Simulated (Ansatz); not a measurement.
# H3ClO (R3m): relaxing the cell for a phonon run

Aim: bring H3ClO (R3m) to small forces and stress, as phonons need.

Method: DFT PBEsol, scalar-relativistic, plane waves, norm-conserving pseudopotentials, in Ansatz 0.2.0.

**1. The structure**

It takes space group R3m (No. 160, trigonal). The conventional cell has a = 4.782 Å, b = 4.782 Å, c = 10.450 Å, α = 90.00°, β = 90.00°, γ = 120.00°. H has 1 O at 1.03 Å nearest. Nearest to Cl lie 3 H at 1.92 Å. Nearest to O lie 3 H at 1.03 Å. Farther neighbours and most contacts between anions are not listed.

Structure file:

```cif
data_structure
_symmetry_space_group_name_H-M 'P 1'
_symmetry_Int_Tables_number 1
_cell_length_a 4.4446
_cell_length_b 4.4446
_cell_length_c 4.4446
_cell_angle_alpha 65.087
_cell_angle_beta 65.087
_cell_angle_gamma 65.087
_cell_volume 68.98
loop_
_atom_site_label
_atom_site_type_symbol
_atom_site_fract_x
_atom_site_fract_y
_atom_site_fract_z
_atom_site_occupancy
H1 H 0.64837 0.29677 0.29677 1
H2 H 0.29677 0.64837 0.29677 1
H3 H 0.29677 0.29677 0.64837 1
Cl4 Cl 0.01532 0.01532 0.01532 1
O5 O 0.44679 0.44679 0.44679 1
```

**2. Probe on a coarse mesh**

First a cheap look: the gap decides the mesh and the occupations, the pressure tells how far the cell has to move.

Contents of input.yaml:

```yaml
crystal:
  lattice:
    - [2.3909349227, 1.3804069213, 3.4831942369]
    - [-2.3909349227, 1.3804069213, 3.4831942369]
    - [0.0, -2.7608138425, 3.4831942369]
  atoms:
    - { symbol: H, position: [0.64836696, 0.29676641, 0.29676641] }
    - { symbol: H, position: [0.29676641, 0.64836696, 0.29676641] }
    - { symbol: H, position: [0.29676641, 0.29676641, 0.64836696] }
    - { symbol: Cl, position: [0.01531504, 0.01531504, 0.01531504] }
    - { symbol: O, position: [0.44678618, 0.44678618, 0.44678618] }
kpoints:
  mp_grid: { grid: [6, 6, 6] }
hamiltonian:
  xc: pbesol
  pseudopotentials: { kind: nc }
scf:
  occupations: { method: gaussian, width: 0.1 }
output:
  forces: true
  stress: true
  eigenvalues: true
```

Started as:

```console
$ ansatz run input.yaml --threads 4 --pin off --max-ram 7168MiB --backend cpu --events-out ev --progress --plain --runs-dir out
```

Numbers of over 12 decimals in the logs are rounded to 6 here.

What it wrote:

```text
Engine: ansatz 0.2.0, aarch64-unknown-linux-gnu
Pseudopotentials: kind: nc
Pseudopotential: H, nc, valence charge 1, recommended cutoff 979.609905 eV (normal), H.nc.azcp (PseudoDojo's, or run here from an input of PseudoDojo's: the run reads no file of this project's for it)
[...]
--- Band table (eV; the first three rows and the last of 32) ---
  k-point 0: bands = [... 4 lower, -4.6898, -2.3500, -2.3500, -1.9671, 3.4863, 8.1052, 8.1052, 8.5528]
  k-point 1: bands = [... 4 lower, -4.7339, -2.5557, -2.3473, -1.9813, 4.0347, 7.6735, 8.0125, 8.6129]
  k-point 2: bands = [... 4 lower, -4.8371, -2.9196, -2.3433, -1.9823, 5.2504, 7.2386, 8.2079, 8.2254]
  k-point 31: bands = [... 4 lower, -4.8833, -2.7142, -2.5920, -2.5920, 5.6383, 8.0852, 8.3435, 8.3435]
[key lines of the parts left out:]
SCF converged after 8 iterations
Free energy (F): -943.166671 eV
Fermi energy:    0.759587 eV
P = ⅓ Tr σ = -0.8177 GPa (-8.177 kbar)
```

Wall time 5.1 s (4 threads of Arm Neoverse N1, shared host); peak memory 0.45 GiB.

Numbers from this step:

```yaml
pressure: -0.8177 GPa
gap_on_the_k_mesh: 5.453 eV
volume_per_atom: 13.80 Å³
direct_gap_on_mesh: 5.453 eV
```

The coarse mesh shows a gap of 5.45 eV and a pressure of -0.8 GPa.

**3. Bringing the structure to rest**

The cell and atoms are relaxed, since residual forces and stress would shift the frequencies.

Changes to input.yaml since step 2:

```diff
@@ -17,3 +17,3 @@
 scf:
-  occupations: { method: gaussian, width: 0.1 }
+  occupations: { method: gaussian, width: 0.02 }
 output:
@@ -22 +22,6 @@
   eigenvalues: true
+relax:
+  adjacent_minimum: "off"
+  f_tol: 0.005
+  max_steps: 80
+  cell: { stress_tol: 0.05 }
```

What it wrote:

```text
[...]
Crystal: 5 atoms, lattice volume = 68.977 Å³
Basis set: ecut = 1142.878222 eV, 6049 PW (Γ), exchange–correlation on 100×100×100 points (8 copies of the dense FFT grid, shifted against one another)
Bands: 13, of which v1, the nominal top of the filled ones, is band 8 counted from 1 (7 counted from 0)
Symmetry: 6 space group operations
[...]
k-points: 32 of 216 (time reversal used)
[...]
SCF iter   1: F=—  HF=-943.857069 eV  |F-HF|=—  |Δ(HF+E_count)|=         —  Δρ=6.85e-2  dr2=2.46e0  ethr=3.10e-3  ⟨swp⟩=8.2  Hψ=3428  notcnv=0
[...]
SCF iter   8: F=-943.166671 eV  HF=-943.166671 eV  |F-HF|=1.84e-8  |Δ(HF+E_count)|=   2.58e-8  Δρ=6.33e-6  dr2=3.04e-8  ethr=6.25e-10  ⟨swp⟩=14.2  Hψ=2685  notcnv=0
SCF 1 converged in 8 iterations: F = -943.166671 eV  dr2 = 3.04e-8
relax step   1: F+E_penalty+E_count = -943.16667110 eV  Δ(F+E_penalty+E_count) = +0.000e0 eV  max|allowed force component| = 9.184e-2 eV/Å  Δτ_max = 0.0000 Å  P = -0.818 GPa  Ω = 68.977 Å³  (8 SCF iters, dr2 threshold 1.00e-7 eV, accepted)
Crystal: 5 atoms, lattice volume = 67.491 Å³
Basis set: ecut = 1142.878222 eV, 5911 PW (Γ), exchange–correlation on 100×100×100 points (8 copies of the dense FFT grid, shifted against one another)
[...]
iter 1 solved again at ethr=2.18e-5 eV; its pass at ethr=3.10e-3 eV (dr2=3.49e-3 eV) is discarded
[...]
SCF iter   5: F=-943.172138 eV  HF=-943.172138 eV  |F-HF|=9.41e-8  |Δ(HF+E_count)|=   9.37e-7  Δρ=1.64e-5  dr2=9.93e-8  ethr=3.12e-9  ⟨swp⟩=8.5  Hψ=2507  notcnv=0
SCF 2 converged in 5 iterations: F = -943.172138 eV  dr2 = 9.93e-8
relax step   2: F+E_penalty+E_count = -943.17213815 eV  Δ(F+E_penalty+E_count) = -5.467e-3 eV  max|allowed force component| = 4.978e-2 eV/Å  Δτ_max = 0.0070 Å  P = -0.062 GPa  Ω = 67.491 Å³  energy of the carried Pulay correction = +1.222e-4 eV  (5 SCF iters, dr2 threshold 5.00e-7 eV, accepted)
Crystal: 5 atoms, lattice volume = 66.738 Å³
Basis set: ecut = 1142.878222 eV, 5815 PW (Γ), exchange–correlation on 100×100×100 points (8 copies of the dense FFT grid, shifted against one another)
[...]
SCF iter   5: F=-943.172878 eV  HF=-943.172878 eV  |F-HF|=6.64e-9  |Δ(HF+E_count)|=   1.35e-7  Δρ=8.97e-6  dr2=2.14e-8  ethr=9.68e-10  ⟨swp⟩=8.0  Hψ=2455  notcnv=0
SCF 3 converged in 5 iterations: F = -943.172878 eV  dr2 = 2.14e-8
relax step   3: F+E_penalty+E_count = -943.17287786 eV  Δ(F+E_penalty+E_count) = -7.397e-4 eV  max|allowed force component| = 5.320e-2 eV/Å  Δτ_max = 0.0109 Å  P = +0.046 GPa  Ω = 66.738 Å³  energy of the carried Pulay correction = +1.852e-4 eV  (5 SCF iters, dr2 threshold 1.55e-7 eV, accepted)
[...]
relax step   4: F+E_penalty+E_count = -943.17346424 eV  Δ(F+E_penalty+E_count) = -5.864e-4 eV  max|allowed force component| = 2.687e-2 eV/Å  Δτ_max = 0.0191 Å  P = +0.043 GPa  Ω = 65.791 Å³  energy of the carried Pulay correction = +2.654e-4 eV  (5 SCF iters, dr2 threshold 1.77e-7 eV, accepted)
[...]
relax step   5: F+E_penalty+E_count = -943.17370914 eV  Δ(F+E_penalty+E_count) = -2.449e-4 eV  max|allowed force component| = 1.254e-2 eV/Å  Δτ_max = 0.0079 Å  P = +0.012 GPa  Ω = 65.315 Å³  energy of the carried Pulay correction = +3.061e-4 eV  (5 SCF iters, dr2 threshold 4.51e-8 eV, accepted)
[...]
relax step   6: F+E_penalty+E_count = -943.17397369 eV  Δ(F+E_penalty+E_count) = -2.645e-4 eV  max|allowed force component| = 3.529e-2 eV/Å  Δτ_max = 0.0059 Å  P = -0.024 GPa  Ω = 64.766 Å³  energy of the carried Pulay correction = +3.535e-4 eV  (6 SCF iters, dr2 threshold 1.02e-8 eV, accepted)
[...]
relax step   7: F+E_penalty+E_count = -943.17415446 eV  Δ(F+E_penalty+E_count) = -1.808e-4 eV  max|allowed force component| = 1.474e-2 eV/Å  Δτ_max = 0.0020 Å  P = +0.034 GPa  Ω = 64.588 Å³  energy of the carried Pulay correction = +3.689e-4 eV  (5 SCF iters, dr2 threshold 7.79e-8 eV, accepted)
[...]
relax step   8: F+E_penalty+E_count = -943.17438311 eV  Δ(F+E_penalty+E_count) = -2.287e-4 eV  max|allowed force component| = 2.389e-3 eV/Å  Δτ_max = 0.0052 Å  P = -0.000 GPa  Ω = 64.346 Å³  energy of the carried Pulay correction = +3.899e-4 eV  (6 SCF iters, dr2 threshold 1.36e-8 eV, accepted)
[...]
relax step   9: F+E_penalty+E_count = -943.17458993 eV  Δ(F+E_penalty+E_count) = -2.068e-4 eV  max|allowed force component| = 4.444e-3 eV/Å  Δτ_max = 0.0033 Å  P = +0.024 GPa  Ω = 63.434 Å³  energy of the carried Pulay correction = +4.699e-4 eV  (8 SCF iters, accepted)
Basis set: ecut = 1142.878222 eV, 5555 PW (Γ), exchange–correlation on 96×96×96 points (8 copies of the dense FFT grid, shifted against one another)
[...]
SCF iter   1: F=—  HF=-943.174300 eV  |F-HF|=—  |Δ(HF+E_count)|=         —  Δρ=5.12e-5  dr2=7.49e-8  ethr=6.13e-7  ⟨swp⟩=3.1  Hψ=4607  notcnv=0
eigensolver tolerance schedule: the retry pair's looser diagonalisation over-reported the residual by 1308.44 of it (diagonalisation noise at 0.35 of the residual, at the tolerance the schedule requests for it); recorded, not acted on — ethr = c·dr2/N_el stays at c = 1.0e-1
[...]
SCF iter   2: F=—  HF=-943.174358 eV  |F-HF|=—  |Δ(HF+E_count)|=   5.80e-5  Δρ=2.64e-5  dr2=2.33e-8  ethr=4.68e-10  ⟨swp⟩=3.2  Hψ=899  notcnv=0
[...]
SCF iter   6: F=-943.174358 eV  HF=-943.174358 eV  |F-HF|=2.27e-13  |Δ(HF+E_count)|=  1.01e-11  Δρ=1.09e-7  dr2=3.01e-12  ethr=1.00e-12  ⟨swp⟩=6.3  Hψ=1734  notcnv=0
SCF 10 converged in 6 iterations: F = -943.174358 eV  dr2 = 3.01e-12
relax step  10: F+E_penalty+E_count = -943.17435824 eV  Δ(F+E_penalty+E_count) = +2.317e-4 eV  max|allowed force component| = 4.594e-3 eV/Å  Δτ_max = 0.0000 Å  P = +0.015 GPa  Ω = 63.434 Å³  stress off target by 2.32e-2 GPa  SCF on the basis re-selected at this cell (its energy is not comparable with the rows above)  (6 SCF iters)
basis re-selected at this cell: Δ(F+E_penalty+E_count) = +2.317e-4 eV, ΔP = -0.008 GPa vs the last step (what re-selecting the basis moved, of the pressure what is left beyond the Pulay correction that the steps carried, after the strain that the cell walked since its last selection, with what the two solves' SCF thresholds leave and, on support functions, any second-order correction that the steps lacked; it is no measure of the basis error at this ecutwfc). The dense FFT grid was sized anew with the basis: this SCF ran on 48×48×48 points, the steps before it on 50×50×50, so part of this shift can come from that change (see relax.cell in the input reference). [rest of the remark cut]
SCF converged after 6 iterations
Free energy (F): -943.174358 eV
[...]
Internal energy: -943.174358 eV  (E = F + TS)
E sigma→0 (E₀):  -943.174358 eV
Fermi energy:    1.310086 eV
[...]
--- Forces (eV/Å), atoms counted from 1 ---
  atom   1  H      0.00397873     0.00229712    -0.00092221
  atom   2  H     -0.00397873     0.00229712    -0.00092221
  atom   3  H      0.00000000    -0.00459424    -0.00092221
  atom   4  Cl    -0.00000000    -0.00000000    -0.00103352
  atom   5  O      0.00000000     0.00000000     0.00379980
  max |Σ_I F_I| component: 3.59e-7 eV/Å
--- Stress (GPa, compression-positive) ---
        0.023189       0.000000       0.000000
        0.000000       0.023189      -0.000000
       -0.000000      -0.000000      -0.000942
  P = ⅓ Tr σ = 0.0151 GPa (0.151 kbar)
--- Band table (eV; the first three rows and the last of 32) ---
  k-point 0: bands = [... 4 lower, -4.1395, -1.8670, -1.8670, -1.4544, 4.0746, 8.4241, 8.4241, 9.1109, ... 1 higher]
  k-point 1: bands = [... 4 lower, -4.1863, -2.1136, -1.8750, -1.4895, 4.6599, 8.1424, 8.3964, 9.2188, ... 1 higher]
  k-point 2: bands = [... 4 lower, -4.2980, -2.5593, -1.8924, -1.5134, 5.9121, 7.8565, 8.6759, 8.9820, ... 1 higher]
  k-point 31: bands = [... 4 lower, -4.4056, -2.3798, -2.2243, -2.2243, 6.3643, 8.8654, 8.8654, 9.0976, ... 1 higher]
--- Relaxed structure (9 steps of the walk, 9 accepted, 1 SCFs on fresh bases) ---
  F+E_penalty+E_count = -943.17435824 eV   max|allowed force component| = 4.594e-3 eV/Å   (the final SCF, on the basis selected at the relaxed cell)
  cell:  # Å, volume = 63.4344 Å³
    - [2.368238, 1.367303, 3.265005]
    - [-2.368238, 1.367303, 3.265005]
    - [0, -2.734606, 3.265005]
  atoms:
    - { symbol: H, position: [0.650541, 0.295948, 0.295948] }
    - { symbol: H, position: [0.295948, 0.650541, 0.295948] }
    - { symbol: H, position: [0.295948, 0.295948, 0.650541] }
    - { symbol: Cl, position: [0.012172, 0.012172, 0.012172] }
    - { symbol: O, position: [0.449392, 0.449392, 0.449392] }
```

The job ended after 60 s (4 threads; peak memory 0.53 GiB; 3.9 min of CPU time).

Step by step:

```csv
step,energy less that of the first step (eV),largest force component (eV/Å),pressure (GPa),volume (Å³)
1,0.0000,0.0918,-0.82,68.98
2,-0.0055,0.0498,-0.06,67.49
3,-0.0062,0.0532,0.05,66.74
4,-0.0068,0.0269,0.04,65.79
5,-0.0070,0.0125,0.01,65.32
6,-0.0073,0.0353,-0.02,64.77
7,-0.0075,0.0147,0.03,64.59
8,-0.0077,0.0024,0.00,64.35
9,-0.0079,0.0044,0.02,63.43
10*,-0.0077,0.0046,0.02,63.43
```

Relaxation steps marked * repeat the geometry before them on a plane-wave basis chosen anew for their cell, so energy and pressure can jump there.

Forces are held to the 6 operations that the run works with; a distortion that breaks them can't arise in this run.

```csv
"conventional cell, symmetrised",before,after,change
a (Å),4.782,4.736,-0.9 %
b (Å),4.782,4.736,-0.9 %
c (Å),10.450,9.795,-6.3 %
volume (Å³/atom),13.80,12.69,-8.0 %
```

The atoms that moved most (Å, as changes of fractional coordinates times the final cell):

```csv
atom,dx,dy,dz,length
Cl4,0.000,0.000,-0.031,0.031
O5,0.000,0.000,0.026,0.026
H2,-0.007,0.004,0.002,0.008
H1,0.007,0.004,0.002,0.008
H3,0.000,-0.008,0.002,0.008
```

The relaxed structure:

```cif
data_structure
_symmetry_space_group_name_H-M 'P 1'
_symmetry_Int_Tables_number 1
_cell_length_a 4.2589
_cell_length_b 4.2589
_cell_length_c 4.2589
_cell_angle_alpha 67.568
_cell_angle_beta 67.568
_cell_angle_gamma 67.568
_cell_volume 63.43
loop_
_atom_site_label
_atom_site_type_symbol
_atom_site_fract_x
_atom_site_fract_y
_atom_site_fract_z
_atom_site_occupancy
H1 H 0.65054 0.29595 0.29595 1
H2 H 0.29595 0.65054 0.29595 1
H3 H 0.29595 0.29595 0.65054 1
Cl4 Cl 0.01217 0.01217 0.01217 1
O5 O 0.44939 0.44939 0.44939 1
```

Numbers from this step:

| Item | Value |
| --- | --- |
| pressure | 0.01515 GPa |
| gap on the k-mesh | 5.529 eV |
| volume per atom | 12.69 Å³ |
| direct gap on mesh | 5.529 eV |

In this step the volume went from 13.80 to 12.69 Å³/atom.

**4. Bringing the structure to rest**

The relaxation is repeated from its end on the same settings, as a check that it has come to rest.

input.yaml, the sections that differ from step 3:

```yaml
crystal:
  lattice:
    - [2.3682380791, 1.3673028925, 3.2650045604]
    - [-2.3682380791, 1.3673028925, 3.2650045604]
    - [0.0, -2.7346057849, 3.2650045605]
  atoms:
    - { symbol: H, position: [0.6505414901, 0.2959480378, 0.2959480378] }
    - { symbol: H, position: [0.2959480378, 0.6505414901, 0.2959480378] }
    - { symbol: H, position: [0.2959480378, 0.2959480378, 0.6505414901] }
    - { symbol: Cl, position: [0.0121716794, 0.0121716794, 0.0121716794] }
    - { symbol: O, position: [0.4493917549, 0.4493917549, 0.4493917549] }
output:
  forces: true
  stress: true
  eigenvalues: true
  write_density: true
  write_potential: true
  elf: true
  volumetric_format: npy
# kpoints, hamiltonian, scf, relax: as in step 3
```

What it wrote:

```text
[...]
Crystal: 5 atoms, lattice volume = 63.434 Å³
Basis set: ecut = 1142.878222 eV, 5555 PW (Γ), exchange–correlation on 96×96×96 points (8 copies of the dense FFT grid, shifted against one another)
Bands: 13, of which v1, the nominal top of the filled ones, is band 8 counted from 1 (7 counted from 0)
Symmetry: 6 space group operations
[...]
cell:  # Å, volume = 63.4344 Å³
    - [2.368238, 1.367303, 3.265005]
    - [-2.368238, 1.367303, 3.265005]
    - [0.0, -2.734606, 3.265005]
  atoms:
    - { symbol: H, position: [0.650541, 0.2959480378, 0.295948] }
    - { symbol: H, position: [0.2959480378, 0.650541, 0.295948] }
    - { symbol: H, position: [0.295948, 0.295948, 0.6505414901] }
    - { symbol: Cl, position: [0.012172, 0.012172, 0.0121716794] }
    - { symbol: O, position: [0.4493917549, 0.4493917549, 0.449392] }
[key lines of the parts left out:]
SCF converged after 6 iterations
Free energy (F): -943.174358 eV
Fermi energy:    1.310086 eV
P = ⅓ Tr σ = 0.0151 GPa (0.151 kbar)
```

The job ended after 13 s (4 threads; peak memory 0.48 GiB; 49 s of CPU time).

Little changed from the start: no atom moved by 0.005 Å and no cell edge by 0.1 %.

Valence density in the ac plane of the conventional cell at fractional y = 0.333, with atoms of Cl and O within 0.2 Å of it. It is the smooth field of the valence electrons, not physical close to the nuclei.

Values in e/Å³, 24 rows by 14 columns, each cell a mean:
```
0.1 0.1 0.1 0.1 0.1 0.0 0.0 0.0 0.0 0.0 0.0 0.0 0.0 0.0
0.0 0.1 0.1 0.1 0.0 0.0 0.0 0.0 0.0 0.0 0.0 0.0 0.0 0.0
0.0 0.0 0.0 0.0 0.0 0.0 0.0 0.1 0.2 0.3 0.2 0.1 0.0 0.0
0.0 0.0 0.0 0.0 0.0 0.0 0.1 0.4 1.2 2.2 1.4 0.5 0.1 0.0
0.0 0.0 0.0 0.0 0.0 0.1 0.3 1.1 4.0 5.6 4.6 1.3 0.3 0.1
0.1 0.1 0.1 0.1 0.1 0.1 0.4 1.3 4.2 5.0 4.6 1.6 0.5 0.1
0.1 0.1 0.1 0.1 0.1 0.1 0.3 0.6 1.4 2.1 1.5 0.7 0.3 0.1
0.1 0.1 0.1 0.1 0.1 0.1 0.1 0.1 0.2 0.3 0.2 0.2 0.1 0.1
0.1 0.1 0.1 0.1 0.1 0.0 0.0 0.0 0.0 0.0 0.0 0.0 0.0 0.0
0.0 0.0 0.1 0.1 0.0 0.0 0.0 0.0 0.0 0.0 0.0 0.0 0.0 0.0
0.0 0.0 0.0 0.0 0.0 0.0 0.0 0.0 0.0 0.0 0.0 0.0 0.0 0.0
0.0 0.0 0.0 0.0 0.0 0.0 0.0 0.0 0.0 0.1 0.0 0.0 0.0 0.0
0.0 0.0 0.0 0.0 0.0 0.0 0.1 0.1 0.2 0.3 0.2 0.1 0.1 0.1
0.1 0.0 0.0 0.0 0.1 0.1 0.2 0.4 0.8 1.0 0.9 0.5 0.2 0.1
0.1 0.0 0.0 0.0 0.1 0.1 0.4 1.1 1.6 1.4 1.6 1.2 0.5 0.2
0.1 0.0 0.0 0.0 0.1 0.2 0.5 1.4 1.4 0.4 1.2 1.5 0.6 0.2
0.0 0.0 0.0 0.0 0.0 0.1 0.4 1.0 1.6 1.4 1.6 1.2 0.4 0.1
0.0 0.0 0.0 0.0 0.0 0.1 0.2 0.4 0.8 1.0 0.9 0.5 0.2 0.1
0.0 0.0 0.0 0.0 0.0 0.0 0.1 0.1 0.2 0.3 0.2 0.1 0.1 0.0
0.0 0.0 0.0 0.0 0.0 0.0 0.0 0.0 0.0 0.1 0.0 0.0 0.0 0.0
0.0 0.1 0.1 0.1 0.1 0.0 0.0 0.0 0.0 0.0 0.0 0.0 0.0 0.0
0.1 0.2 0.4 0.3 0.1 0.0 0.0 0.0 0.0 0.0 0.0 0.0 0.0 0.0
0.1 0.2 0.4 0.3 0.1 0.1 0.0 0.0 0.0 0.0 0.0 0.0 0.0 0.0
0.1 0.2 0.2 0.2 0.1 0.0 0.0 0.0 0.0 0.0 0.0 0.0 0.0 0.0
```
Columns run along a (4.7 Å), rows up along c (9.8 Å), edges of the conventional cell, whose origin can differ from the input's. Atoms in or near the plane, at fractional coordinates: Cl at (0.67, 0.35), O at (0.67, 0.78).

(Continued in part 2 of 2.)

[Logs are printed without paths, hosts, clocks, repeated set-up lines and the standing remarks that a program may print on its own settings, such as how far it seeks lower states.]

[Hosts, paths, dates, database ids (printed as entryN), source tags and the programs' standing remarks are cut or masked in the printed files.]
